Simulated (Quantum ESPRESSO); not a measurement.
## SiNi: parallel and opposed starts

Aim: find out which collinear order of SiNi costs least.

Method: PBEsol; plane waves with GBRV 1.5 PBEsol potentials, no spin-orbit coupling, in Quantum ESPRESSO 7.5.

## Step 1: The starting structure

Symmetry: Pnma, No. 62, orthorhombic system. The conventional cell has a = 5.173 Å, b = 3.338 Å, c = 5.605 Å, α = 90.00°, β = 90.00°, γ = 90.00°. Nearest to Si lie 6 Ni at 2.28 to 2.40 Å. Nearest to Ni lie 6 Si at 2.28 to 2.40 Å. Farther neighbours are not listed.

Coordinates:

```cif
data_structure
_symmetry_space_group_name_H-M 'Pnma'
_symmetry_Int_Tables_number 62
_cell_length_a 5.1731
_cell_length_b 3.3381
_cell_length_c 5.6049
_cell_angle_alpha 90.000
_cell_angle_beta 90.000
_cell_angle_gamma 90.000
_cell_volume 96.79
loop_
_atom_site_label
_atom_site_type_symbol
_atom_site_symmetry_multiplicity
_atom_site_Wyckoff_symbol
_atom_site_fract_x
_atom_site_fract_y
_atom_site_fract_z
_atom_site_occupancy
Si1 Si 4 c 0.32128 0.75000 0.08250 1
Ni1 Ni 4 c 0.00779 0.25000 0.18752 1
```

The cell comes from the Crystallography Open Database.

## Step 2: Start 1: ferro ++++

The signs are those of the starting moments on the seeded atoms, the atoms that are given a moment.

Input file pw.in:

```
&CONTROL
  calculation = 'scf'
  prefix = 'pwscf'
  outdir = './tmp'
  pseudo_dir = './pseudo'
  disk_io = 'nowf'
/
&SYSTEM
  ibrav = 0
  celldm(1) = 8
  nat = 8
  ntyp = 2
  ecutwfc = 40
  ecutrho = 280
  nbnd = 59
  occupations = 'smearing'
  smearing = 'fd'
  degauss = 0.00367493
  nspin = 2
  starting_magnetization(1) = 0
  starting_magnetization(2) = 0.0556
/
&ELECTRONS
  conv_thr = 1.6d-08
  electron_maxstep = 150
  mixing_beta = 0.3
/
ATOMIC_SPECIES
Si     28.0850 si_pbesol_v1.uspp.F.UPF
Ni     58.6934 ni_pbesol_v1.4.uspp.F.UPF
CELL_PARAMETERS alat
   1.2219677769127    0.0000000000000    0.0000000000000
   0.0000000000000    0.7885118470767    0.0000000000000
   0.0000000000000    0.0000000000000    1.3239657444894
ATOMIC_POSITIONS crystal
Si      0.3212800000    0.7500000000    0.0825000000
Si      0.1787200000    0.2500000000    0.5825000000
Si      0.8212800000    0.7500000000    0.4175000000
Si      0.6787200000    0.2500000000    0.9175000000
Ni      0.0077900000    0.2500000000    0.1875200000
Ni      0.4922100000    0.7500000000    0.6875200000
Ni      0.5077900000    0.2500000000    0.3124800000
Ni      0.9922100000    0.7500000000    0.8124800000
K_POINTS automatic
10 14 8 0 0 0
```

On the command line:

```console
$ OMP_NUM_THREADS=1 mpirun -n 4 pw.x -nk 4 -in pw.in > pw.out
```

Log:

```text
Program PWSCF v.7.5 starts

     Message from routine setup:
     using ibrav=0 with symmetry is DISCOURAGED, use correct ibrav instead

     K-points division:     npool     =       4
     Subspace diagonalization in iterative solution of the eigenvalue problem:

     G-vector sticks info
     --------------------
     sticks:   dense  smooth     PW     G-vecs:    dense   smooth      PW
     Sum        1361     787    231                51577    22357    3769

     Using Slab Decomposition

     bravais-lattice index     =            0
     lattice parameter (alat)  =       8.0000  a.u.
     unit-cell volume          =     653.1526 (a.u.)^3
     number of atoms/cell      =            8
     number of atomic types    =            2
     number of electrons       =        88.00
     number of Kohn-Sham states=           59
     kinetic-energy cutoff     =      40.0000  Ry
     charge density cutoff     =     280.0000  Ry
     scf convergence threshold =      1.6E-08
     mixing beta               =       0.3000
     number of iterations used =            8  plain     mixing
     Exchange-correlation= SLA  PW   PSX  PSC
                           (   1   4  10   8   0   0   0)

     celldm(1)=   8.000000  celldm(2)=   0.000000  celldm(3)=   0.000000
     celldm(4)=   0.000000  celldm(5)=   0.000000  celldm(6)=   0.000000

     crystal axes: (cart. coord. in units of alat)
               a(1) = (   1.221968   0.000000   0.000000 )
               a(2) = (   0.000000   0.788512   0.000000 )
               a(3) = (   0.000000   0.000000   1.323966 )

     reciprocal axes: (cart. coord. in units 2 pi/alat)
               b(1) = (  0.818352  0.000000  0.000000 )
               b(2) = (  0.000000  1.268212  0.000000 )
               b(3) = (  0.000000  0.000000  0.755307 )

     PseudoPot. # 1 for Si read from file:
     si_pbesol_v1.uspp.F.UPF
     Pseudo is Ultrasoft + core correction, Zval =  4.0
     Generated by new atomic code, or converted to UPF format
     Using radial grid of  899 points,  6 beta functions with:
                l(1) =   0
                l(2) =   0
                l(3) =   1
                l(4) =   1
                l(5) =   2
                l(6) =   2
     Q(r) pseudized with  8 coefficients,  rinner =    0.900   0.900   0.900
                                                       0.900   0.900

     PseudoPot. # 2 for Ni read from file:
     ni_pbesol_v1.4.uspp.F.UPF
     Pseudo is Ultrasoft + core correction, Zval = 18.0
     Generated by new atomic code, or converted to UPF format
     Using radial grid of  865 points,  6 beta functions with:
                l(1) =   0
                l(2) =   0
                l(3) =   1
                l(4) =   1
                l(5) =   2
                l(6) =   2
     Q(r) pseudized with 10 coefficients,  rinner =    0.980   0.980   0.980
                                                       0.980   0.980

     atomic species   valence    mass     pseudopotential
     Si                4.00    28.08500     Si( 1.00)
     Ni               18.00    58.69340     Ni( 1.00)

     Starting magnetic structure
     atomic species   magnetization
     Si              0.000
     Ni              0.056

      8 Sym. Ops., with inversion, found ( 6 have fractional translation)

   Cartesian axes

     site n.     atom                  positions (alat units)
         1        Si     tau(   1) = (   0.3925938   0.5913839   0.1092272  )
         2        Si     tau(   2) = (   0.2183901   0.1971280   0.7712100  )
         3        Si     tau(   3) = (   1.0035777   0.5913839   0.5527557  )
         4        Si     tau(   4) = (   0.8293740   0.1971280   1.2147386  )
         5        Ni     tau(   5) = (   0.0095191   0.1971280   0.2482701  )
         6        Ni     tau(   6) = (   0.6014648   0.5913839   0.9102529  )
         7        Ni     tau(   7) = (   0.6205030   0.1971280   0.4137128  )
         8        Ni     tau(   8) = (   1.2124486   0.5913839   1.0756957  )

     number of k points=   240  Fermi-Dirac smearing, width (Ry)=  0.0037

     Number of k-points >= 100: set verbosity='high' to print them.

     Dense  grid:    51577 G-vectors     FFT dimensions: (  54,  36,  60)

     Smooth grid:    22357 G-vectors     FFT dimensions: (  40,  30,  48)

     Check: negative core charge=   -0.000008
     Generating pointlists ...
     new r_m :   0.2219 (alat units)  1.7756 (a.u.) for type    1
     new r_m :   0.2219 (alat units)  1.7756 (a.u.) for type    2

     Initial potential from superposition of free atoms

     starting charge      79.9974, renormalised to      88.0000
     Starting wfcs are   68 randomized atomic wfcs

     Self-consistent Calculation

     iteration #  1     ecut=    40.00 Ry     beta= 0.30
     Davidson diagonalization with overlap
     ethr =  1.00E-02,  avg # of iterations =  6.8

     total energy              =   -1346.52953136 Ry
     estimated scf accuracy    <     215.14094357 Ry

     total magnetization       =     0.26 Bohr mag/cell
     absolute magnetization    =     0.36 Bohr mag/cell

     iteration #  2     ecut=    40.00 Ry     beta= 0.30
     Davidson diagonalization with overlap
     ethr =  1.00E-02,  avg # of iterations =  3.0

     total energy              =   -1409.27529868 Ry
     estimated scf accuracy    <      59.46791805 Ry

     total magnetization       =     0.11 Bohr mag/cell
     absolute magnetization    =     0.16 Bohr mag/cell

     iteration #  3     ecut=    40.00 Ry     beta= 0.30
     Davidson diagonalization with overlap
     ethr =  1.00E-02,  avg # of iterations =  2.0

     total energy              =   -1410.77406929 Ry
     estimated scf accuracy    <      10.52824419 Ry

     total magnetization       =     0.13 Bohr mag/cell
     absolute magnetization    =     0.34 Bohr mag/cell

     [... further iterations left out ...]

     iteration # 14     ecut=    40.00 Ry     beta= 0.30
     Davidson diagonalization with overlap
     ethr =  4.86E-08,  avg # of iterations =  2.2

     total energy              =   -1410.91813680 Ry
     estimated scf accuracy    <       0.00000042 Ry

     total magnetization       =    -0.00 Bohr mag/cell
     absolute magnetization    =     0.00 Bohr mag/cell

     iteration # 15     ecut=    40.00 Ry     beta= 0.30
     Davidson diagonalization with overlap
     ethr =  4.83E-10,  avg # of iterations =  5.4

     total energy              =   -1410.91813721 Ry
     estimated scf accuracy    <       0.00000145 Ry

     total magnetization       =    -0.00 Bohr mag/cell
     absolute magnetization    =     0.00 Bohr mag/cell

     iteration # 16     ecut=    40.00 Ry     beta= 0.30
     Davidson diagonalization with overlap
     ethr =  4.83E-10,  avg # of iterations =  2.2

     total energy              =   -1410.91813749 Ry
     estimated scf accuracy    <       0.00000036 Ry

     total magnetization       =    -0.00 Bohr mag/cell
     absolute magnetization    =     0.00 Bohr mag/cell

     iteration # 17     ecut=    40.00 Ry     beta= 0.30
     Davidson diagonalization with overlap
     ethr =  4.06E-10,  avg # of iterations =  1.2

     Magnetic moment per site  (integrated on atomic sphere of radius R)
     atom   1 (R=0.222)  charge=  1.6503  magn= -0.0000
     atom   2 (R=0.222)  charge=  1.6503  magn= -0.0000
     atom   3 (R=0.222)  charge=  1.6503  magn= -0.0000
     atom   4 (R=0.222)  charge=  1.6503  magn= -0.0000
     atom   5 (R=0.222)  charge= 16.3334  magn=  0.0000
     atom   6 (R=0.222)  charge= 16.3334  magn=  0.0000
     atom   7 (R=0.222)  charge= 16.3334  magn=  0.0000
     atom   8 (R=0.222)  charge= 16.3334  magn=  0.0000

     End of self-consistent calculation

     Number of k-points >= 100: set verbosity='high' to print the bands.

     the Fermi energy is    14.4685 ev

!    total energy              =   -1410.91813754 Ry
     estimated scf accuracy    <          3.3E-10 Ry
     smearing contrib. (-TS)   =      -0.00119799 Ry
     internal energy E=F+TS    =   -1410.91693955 Ry

     The total energy is F=E-TS. E is the sum of the following terms:
     one-electron contribution =   -1049.31739350 Ry
     hartree contribution      =     571.73829280 Ry
     xc contribution           =    -158.43313938 Ry
     ewald contribution        =    -774.90469947 Ry

     total magnetization       =    -0.00 Bohr mag/cell
     absolute magnetization    =     0.00 Bohr mag/cell

     convergence has been achieved in  17 iterations

=------------------------------------------------------------------------------=
   JOB DONE.
=------------------------------------------------------------------------------=
```

Run time: 23 min. Hardware: 4 MPI ranks of Intel Xeon at 2.50GHz (Skylake/Cascade Lake), shared host; peak memory 1.7 GiB; 1.5 h of CPU time.

The spin moment in the atom's sphere vanishes on all atoms.

Numbers from this step:

| Property | Result |
| --- | --- |
| smearing term TS | 0.01630 eV |
| magnetization | 0 μB |
| absolute magnetization | 0 μB |
| final state | non-magnetic |

(Continued in part 2 of 2.)

[Logs and program files are shortened in this print: banners, set-up blocks, solver, clock and traceback lines can be left out without a mark of their own.]

[Logs are printed without paths, hosts, clocks, repeated set-up lines and the standing remarks that a program may print on its own settings, such as how far it seeks lower states.]

[Hosts, paths, dates, database ids (printed as entryN), source tags and the programs' standing remarks are cut or masked in the printed files.]

[Where a cell is said to come from a database of computed structures, the database is the Materials Project.]
